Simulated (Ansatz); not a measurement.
Rows from a G0W0 calculation on BaSrTi2O6 (perovskite [001] superlattice) (Ansatz 0.2.0; G0W0 on PBEsol, plane waves, PAW; PAW set soft_1; 6×6×2 mesh, 339 empty bands, screening to 72 eV, PAW set soft_1 files), in eV. Spin-orbit coupling is left out.

```csv
row,k,band,start,Σx,Σc at the solution,Vxc
A,Γ,c2,12.117,-12.760,-6.144,-20.554
B,"(-0.500, -0.500, 0.000)",v2,10.157,-25.841,4.995,-20.748
C,Γ,c1,12.050,-12.633,-6.053,-20.312
D,Γ,v1,9.803,-25.685,4.511,-21.136
E,"(-0.500, -0.500, 0.000)",c1,14.005,-14.762,-6.720,-23.164
F,"(-0.500, -0.500, 0.000)",v1,10.202,-25.911,4.980,-20.827
```

Question: Work out each quasiparticle level and how far it moved.

The quasiparticle equation reads E = start + Σx + Σc(E) − Vxc.

```csv
row,E (eV),shift (eV)
A,13.767,+1.650
B,10.058,−0.099
C,13.675,+1.625
D,9.764,−0.038
E,15.686,+1.682
F,10.098,−0.104
```

The gap over the computed points goes from 1.85 eV to 3.58 eV.

Limits: not at the basis limit; no spin-orbit coupling.

[Paths, hosts, dates, memory and timing lines, banners, echoed tables and standing remarks are left out of the program output.]

[Logs are printed without paths, hosts, clocks, repeated set-up lines and the standing remarks that a program may print on its own settings, such as how far it seeks lower states.]

[Runs of the session that timed out or met a known fault of the program may be left out.]

[Cells called generated may have been cut or substituted from an entry of the Crystallography Open Database or the Materials Project.]

[Hosts, paths, dates, database ids (printed as entryN), source tags and the programs' standing remarks are cut or masked in the printed files.]
